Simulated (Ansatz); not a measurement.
## A convergence test on In2O3 (R-3c): k mesh of the hybrid

How far can the k mesh of the hybrid be lowered for the gap of In2O3 (R-3c)?

Method: DFT, HSE06, plane waves, PAW, in Ansatz 0.2.0.

## 1. Set-up

Symmetry: R-3c, No. 167, trigonal system. Conventional cell: a = 5.487 Å, b = 5.487 Å, c = 14.510 Å, α = 90.00°, β = 90.00°, γ = 120.00°. Nearest to In lie 6 O at 2.12 to 2.26 Å. O has 4 In at 2.12 to 2.26 Å nearest. Farther neighbours and most contacts between anions are not listed.

The cell and positions come from the Crystallography Open Database and are kept as given unless a step says otherwise. This is not the form that In2O3 usually takes at ambient conditions. The default PAW set here is soft_2. Its files were made with PBE.

## 2. k mesh of the hybrid: 2×2×2

input.yaml

```yaml
crystal:
  lattice:
    - [2.7435, 1.5839604635, 4.8366666667]
    - [-2.7435, 1.5839604635, 4.8366666667]
    - [0.0, -3.167920927, 4.8366666667]
  atoms:
    - { symbol: In, position: [0.35731, 0.35731, 0.35731] }
    - { symbol: In, position: [0.14269, 0.14269, 0.14269] }
    - { symbol: In, position: [0.64269, 0.64269, 0.64269] }
    - { symbol: In, position: [0.85731, 0.85731, 0.85731] }
    - { symbol: O, position: [0.548, 0.952, 0.25] }
    - { symbol: O, position: [0.25, 0.548, 0.952] }
    - { symbol: O, position: [0.952, 0.25, 0.548] }
    - { symbol: O, position: [0.452, 0.048, 0.75] }
    - { symbol: O, position: [0.75, 0.452, 0.048] }
    - { symbol: O, position: [0.048, 0.75, 0.452] }
kpoints:
  mp_grid: { grid: [2, 2, 2] }
  band_path:
    path:
      - [0.0, 0.0, 0.0]
      - [0.5, 0.5, 0.5]
      - [0.76183349, 0.23816651, 0.5]
      - [0.5, -0.23816651, 0.23816651]
      - [0.5, 0.0, 0.0]
      - [0.36908326, -0.36908326, 0.0]
      - [0.63091674, 0.0, 0.36908326]
      - [0.5, 0.0, 0.5]
      - [0.3, 0.0, 0.0]
    npoints: 1
hamiltonian:
  xc: hse06
scf:
  occupations: { method: fixed }
  n_extra_bands: 7
output:
  eigenvalues: true
  write_density: true
  write_potential: true
  elf: true
  volumetric_format: npy
```

Started as:

```sh
$ ansatz run input.yaml --threads 8 --pin off --max-ram 55296MiB --backend cuda --events-out ev --progress --plain --runs-dir out --devices 1 --max-vram 24GiB  # rebuilt from the run's record
```

Numbers of over 12 decimals in the logs are rounded to 6 here.

The log of the run:

```text
scf.n_extra_bands = 7 over 44 filled bands (N_el = 88.0): the run solves 51 bands
exact exchange: scf.exx.singularity resolves to wigner_seitz, which cuts the screened interaction at the faces of the exchange supercell's Wigner-Seitz cell, so that each pair interacts once, at the shortest of its separations (the periodic images that this leaves out come, for a point-like exchange hole, to about 0.004 eV on a filled level). The cut falls within the interaction's reach, and what an exchange supercel [...]
GPUs: using 1 of 1 available (devices: 1).
Engine: ansatz 0.2.0, x86_64-unknown-linux-gnu
Pseudopotentials: kind: paw
Pseudopotential: In, paw, valence charge 13, recommended cutoff 420 eV (normal), In.paw.azcp
Pseudopotential: O, paw, valence charge 6, recommended cutoff 420 eV (normal), O.paw.azcp
Functional definition: HSE06
  parameter a = 0.25
  parameter omega = 0.11/bohr
  exchange = pbe_x - a*pbe_x_sr(omega) + a*exact_x_sr(omega)
  correlation = pbe_c
davidson cushion auto → on  (no smearing: the cushion is to keep the highest requested band from converging to the state above it; pin scf.eigensolver.cushion to override)
device memory: the entry about to start is reckoned to put 3.4 GiB on a device that reports 78.6 GiB free (of which the cap on the GPU budget leaves the run 24.0 GiB)
GPU FFT provider: cuFFT
GPU libraries: cuBLAS 13.8.2, cuFFT 12.4.0, cuSOLVER 12.3.4
Crystal: 10 atoms, lattice volume = 126.109 Å³
Basis set: ecut = 420 eV, 2453 PW (Γ)
Bands: 51, of which v1, the nominal top of the filled ones, is band 44 counted from 1 (43 counted from 0)
Symmetry: 12 space group operations
Space group: R-3c (ITA 167), of the structure as read, at distance tolerance 5.0e-5 Å
k-points: 4 of 8
Non-local potential: In, projectors of the file, l = 0: 2, l = 1: 2, l = 2: 2, l = 3: 2
Non-local potential: O, projectors of the file, l = 0: 2, l = 1: 2, l = 2: 1
PAW form: soft (Blöchl's): semilocal exchange-correlation on the pseudo side does not see the compensation charge
PAW frozen core: In, regenerated for the run's functional, and the local potential with it (the file was generated under x = pbe(κ = 0.804, μ = 0.219515), c = pbe(β = 0.066725))
PAW frozen core: O, regenerated for the run's functional, and the local potential with it (the file was generated under x = pbe(κ = 0.804, μ = 0.219515), c = pbe(β = 0.066725))
PAW one-centre angular grid: In, 590 points (default); XC on 64 Gauss nodes
PAW one-centre angular grid: O, 110 points (default); XC on 96 Gauss nodes
Initial density: superposition of atomic densities (neutral atoms: chi_scale 0, normalization atom), corrected by the library's trained network
Initial wavefunctions: pseudopotential atomic-orbital guess
GPU buffer pool allocated for 64000 grid points (all kernels)
GPU transforms: local potential and band sums: pruned to the plane-wave sphere, on 40×40×40
Functional: x = pbe(κ = 0.804, μ = 0.219515), c = pbe(β = 0.066725), warm-up for x = pbe(κ = 0.804, μ = 0.219515) + 0.25 (exact − pbe) at short range (hse, ω = 0.207870 Å⁻¹), c = pbe(β = 0.066725); HSE06 as pw.x's `hse` composes it (authors' and Libxc's form: `xc: wpbeh`)
SCF iter   1: F=—  HF=-25796.186685 eV  |F-HF|=—  |Δ(HF+E_count)|=         —  Δρ=1.76e-3  dr2=1.85e-3  ethr=1.77e-3  ⟨swp⟩=6.5  Hψ=937  notcnv=0
preconditioner: auto → none  [insulator: Δε(μ)=1.333 eV  Ē_g=15.420 eV  n_scr=32 (ndim 8)  ℏωp=31.0 eV  f_vac=0.019]
SCF iter   2: F=—  HF=-25796.192808 eV  |F-HF|=—  |Δ(HF+E_count)|=   6.12e-3  Δρ=9.99e-4  dr2=5.84e-4  ethr=2.10e-6  ⟨swp⟩=7.5  Hψ=929  notcnv=0  defer=4
SCF iter   3: F=-25796.193043 eV  HF=-25796.192965 eV  |F-HF|=7.82e-5  |Δ(HF+E_count)|=   1.56e-4  Δρ=3.76e-4  dr2=9.87e-5  ethr=6.63e-7  ⟨swp⟩=3.5  Hψ=558  notcnv=0
SCF 1 stopped early in 3 iterations: F = -25796.193043 eV  dr2 = 9.87e-5
  greatest PAW one-centre occupation: 0.990 electrons in one spin orbital (limit 2), on the In atom at site 3 (counted from 0), in its partial waves of l = 2
[...]
SCF iter   2: F=—  HF=-25810.878864 eV  |F-HF|=—  |Δ(HF+E_count)|=   2.54e-2  Δρ=5.88e-3  dr2=2.04e-2  ethr=1.12e-6  ⟨swp⟩=5.0  Hψ=803  notcnv=0
SCF iter   3: F=—  HF=-25810.917985 eV  |F-HF|=—  |Δ(HF+E_count)|=   3.91e-2  Δρ=2.91e-3  dr2=9.42e-3  ethr=1.12e-6  ⟨swp⟩=4.8  Hψ=750  notcnv=0
SCF iter   4: F=—  HF=-25810.915388 eV  |F-HF|=—  |Δ(HF+E_count)|=   2.60e-3  Δρ=4.08e-4  dr2=4.01e-4  ethr=1.12e-6  ⟨swp⟩=3.2  Hψ=652  notcnv=0
SCF iter   5: F=—  HF=-25810.916311 eV  |F-HF|=—  |Δ(HF+E_count)|=   9.23e-4  Δρ=4.99e-4  dr2=2.96e-4  ethr=2.51e-7  ⟨swp⟩=3.8  Hψ=500  notcnv=0
iter 6 solved again at ethr=1.50e-9 eV; its pass at ethr=2.51e-7 eV (dr2=1.32e-6 eV) is discarded
SCF iter   6: F=-25810.916228 eV  HF=-25810.916228 eV  |F-HF|=1.40e-7  |Δ(HF+E_count)|=   8.29e-5  Δρ=5.48e-5  dr2=1.85e-5  ethr=1.50e-9  ⟨swp⟩=4.8  Hψ=1251  notcnv=0
SCF 2 stopped early in 6 iterations: F = -25810.916228 eV  dr2 = 1.85e-5
  greatest PAW one-centre occupation: 0.991 electrons in one spin orbital (limit 2), on the In atom at site 3 (counted from 0), in its partial waves of l = 2
hybrid outer 1: dexx = +4.700e-2 eV, tail = 9.27e-5 eV
GPU FFT provider: cuFFT
GPU libraries: cuBLAS 13.8.2, cuFFT 12.4.0, cuSOLVER 12.3.4
GPU buffer pool allocated for 64000 grid points (all kernels)
GPU transforms: local potential and band sums: pruned to the plane-wave sphere, on 40×40×40
Exchange kernel: α = 0.2500, screened, ω = 0.2079 Å⁻¹, Wigner–Seitz truncation, v(0) = 920.0935 eV·Å³, q-mesh 2×2×2, nearest image of the exchange supercell L = 10.97 Å, pair-density grid 24×24×24, without the augmentation charges, whose exchange is taken in its separable form by FFT convolution over the k-point mesh (sized by the pseudopotential files, 32×32×36 at the most), smooth part of the exact exchange by density-matrix convolution in up to 910.9 MiB of GPU memory as planned if the GPU has room (build and FFT work areas not counted)
Frozen-core exchange: fock
SCF iter   1: F=—  HF=-25810.914756 eV  |F-HF|=—  |Δ(HF+E_count)|=         —  Δρ=6.50e-5  dr2=3.77e-6  ethr=5.27e-7  ⟨swp⟩=3.0  Hψ=470  notcnv=0
preconditioner: auto → none  [insulator: Δε(μ)=2.853 eV  Ē_g=17.948 eV  n_scr=32 (ndim 8)  ℏωp=31.0 eV  f_vac=0.024]
iter 2 solved again at ethr=1.29e-10 eV; its pass at ethr=3.79e-9 eV (dr2=1.14e-7 eV) is discarded
SCF iter   2: F=—  HF=-25810.914758 eV  |F-HF|=—  |Δ(HF+E_count)|=   1.59e-6  Δρ=1.73e-5  dr2=2.42e-7  ethr=1.29e-10  ⟨swp⟩=2.8  Hψ=1225  notcnv=0
SCF iter   3: F=-25810.914759 eV  HF=-25810.914759 eV  |F-HF|=5.22e-9  |Δ(HF+E_count)|=   1.52e-6  Δρ=1.05e-5  dr2=4.59e-8  ethr=1.29e-10  ⟨swp⟩=5.8  Hψ=815  notcnv=0
SCF 3 converged in 3 iterations: F = -25810.914759 eV  dr2 = 4.59e-8
[...]
hybrid outer 2: dexx = +1.410e-6 eV, tail = 1.47e-7 eV, Δε = 2.62e-3 eV (about 1.30e-4 eV left of the loop's levels)
device memory: the entry about to start is reckoned to put 1.0 GiB on a device that reports 78.5 GiB free (of which the cap on the GPU budget leaves the run 24.0 GiB)
NSCF: frozen V_eff on 9 k-points
hybrid SCF converged: 2 outer / 9 inner (+3 warm-up), last move |dexx| = 1.41e-6 eV, tail = 1.47e-7 eV
Stability not checked: this state was not tested for a lower state beside it, because the functional holds exact exchange (a hybrid, or Hartree-Fock), whose exchange loop this test does not read (fock_operator; see scf.lower_state_search)
Free energy (F): -25810.914759 eV
Frozen-core exchange: fock
Harris-Foulkes:  -25810.914759 eV  (|F-HF|=5.22e-9)
Internal energy: -25810.914759 eV  (E = F + TS)
E sigma→0 (E₀):  -25810.914759 eV
Fermi energy:    7.853214 eV
--- Per-component energies (eV) ---
  E_band       = -126.026498
  E_kinetic    = 2042.870125
  E_local      = -5869.170271  (includes V_loc(G=0)·N_el)
  E_nonlocal   = 1769.895244
  E_hartree    = 2268.031218
  E_xc         = -1033.392178
  E_vxc        = -761.224291  (∫ρ·V_xc dr)
  E_exx        = -247.597491  (= α·E_x^exact, valence–valence)
  E_paw        = -17632.341462  (= ΣΔE_a)
  E_vpaw       = -1349.286886  (= ΣTr[D̂ρ^β])
  E_aug_tail   = 0.014468  (compensation charges beyond the density's cutoff)
  E_ewald      = -7111.109369
  E_core_change = 1.884955  (= ΣΔE_core)
  E_smearing   = -0.000000  (= −TS)
  E_closure    = -0.000000  (closes the sum)
  Σ components = -25810.914759   (vs F -25810.914759, Δ=0.00e0)
--- Band table (eV) ---
  k-point 0: bands = [... 40 lower, 7.5857, 7.5857, 7.8532, 7.8532, 10.7059, 15.1777, 16.0527, 17.1370, ... 3 higher]
  k-point 1: bands = [... 40 lower, 7.1150, 7.1150, 7.7827, 7.7827, 14.5530, 14.5530, 15.5913, 15.5913, ... 3 higher]
  k-point 2: bands = [... 40 lower, 7.2554, 7.5520, 7.7985, 7.8191, 14.8361, 15.1660, 16.2863, 16.3318, ... 3 higher]
  k-point 3: bands = [... 40 lower, 7.6698, 7.6698, 7.6698, 7.6698, 13.9301, 13.9301, 17.0891, 17.0891, ... 3 higher]
```

Elapsed: 4.4 s, on 1 × NVIDIA H100 80GB HBM3 with 8 threads of AMD EPYC 7R13 (Zen 3), shared host; peak memory 1.2 GiB; 14 s of CPU time.

In the SCF lines HF is the Harris–Foulkes energy and dr2 the Hartree energy of the density residual, in eV; the loop may stop once dr2 is under the threshold and the program's other checks hold. Hψ counts applications of the Hamiltonian.

This step gave:

```yaml
gap: 2.853 eV
valence_top_at: Γ
conduction_bottom_at: Γ
least_direct_gap: 2.853 eV
exact_exchange_fraction: 0.25
```

The gap is direct, at Γ.

## 3. k mesh of the hybrid: 4×4×4

input.yaml, as its differences from that of step 2:

```diff
@@ -17,3 +17,3 @@
 kpoints:
-  mp_grid: { grid: [2, 2, 2] }
+  mp_grid: { grid: [4, 4, 4] }
   band_path:
@@ -37,5 +37 @@
   eigenvalues: true
-  write_density: true
-  write_potential: true
-  elf: true
-  volumetric_format: npy
```

The log of the run:

```text
[...]
GPUs: using 1 of 1 available (devices: 1).
[...]
concurrent solve slots: 7 of 8 are kept, ahead of what memory takes: no pass of the eigensolver takes more rounds on 7
[...]
GPU FFT provider: cuFFT
GPU libraries: cuBLAS 13.8.2, cuFFT 12.4.0, cuSOLVER 12.3.4
Crystal: 10 atoms, lattice volume = 126.109 Å³
Basis set: ecut = 420 eV, 2453 PW (Γ)
[...]
Fermi energy:    7.844152 eV
[...]
--- Band table (eV; the first three rows and the last of 13) ---
  k-point 0: bands = [... 40 lower, 7.5755, 7.5755, 7.8442, 7.8442, 10.6682, 15.1672, 16.0488, 17.1311, ... 3 higher]
  k-point 1: bands = [... 40 lower, 7.4293, 7.4837, 7.6564, 7.8277, 12.2128, 15.7295, 15.7730, 16.4553, ... 3 higher]
  k-point 2: bands = [... 40 lower, 7.1069, 7.1069, 7.7717, 7.7717, 14.5398, 14.5398, 15.5841, 15.5841, ... 3 higher]
  k-point 12: bands = [... 40 lower, 7.6617, 7.6617, 7.6617, 7.6617, 13.9126, 13.9126, 17.0826, 17.0826, ... 3 higher]
[key lines of the parts left out:]
Free energy (F): -25811.000987 eV
```

It took 12 s on 1 × NVIDIA H100 80GB HBM3 with 8 threads; peak memory 1.6 GiB.

This step gave:

| Quantity | Value |
| --- | --- |
| gap | 2.824 eV |
| valence top at | Γ |
| conduction bottom at | Γ |
| least direct gap | 2.824 eV |

The gap is 2.824 eV, −0.029 eV from the run before at this level.

## 4. The series

Differences are against the last row; a negative gap means that bands overlap, and a run with a band path holds that path's time. Times are wall times on 1 × NVIDIA H100 80GB HBM3 with 8 threads of AMD EPYC 7R13 (Zen 3), shared host, good to a factor of about two.

| k mesh of the hybrid | gap (eV) | direct gap (eV) | gap error (eV) | energy error (meV/atom) | irreducible k | time |
| --- | --- | --- | --- | --- | --- | --- |
| 2×2×2 | 2.853 | 2.853 | +0.029 | +8.6 | 4 | 4.4 s |
| 4×4×4 | 2.824 | 2.824 | +0.000 | +0.0 | 13 | 12 s |

## 5. Summary of results

* 2×2×2: 2.853 eV
* 4×4×4: 2.824 eV

**Reading.** The gap holds to 0.02 eV from 4×4×4 on, the last run itself, so the series does not show convergence. At 2×2×2 the gap is off by +0.029 eV and the energy by +9 meV/atom. The gap is read over the mesh and added points near the edges, so meshes differ mainly through the density and, for a hybrid, the exchange operator.

[Paths, hosts, dates, memory and timing lines, banners, echoed tables and standing remarks are left out of the program output.]

[Logs are printed without paths, hosts, clocks, repeated set-up lines and the standing remarks that a program may print on its own settings, such as how far it seeks lower states.]

[Runs of the session that timed out or met a known fault of the program may be left out.]

[Cells called generated may have been cut or substituted from an entry of the Crystallography Open Database or the Materials Project.]

[Hosts, paths, dates, database ids (printed as entryN), source tags and the programs' standing remarks are cut or masked in the printed files.]
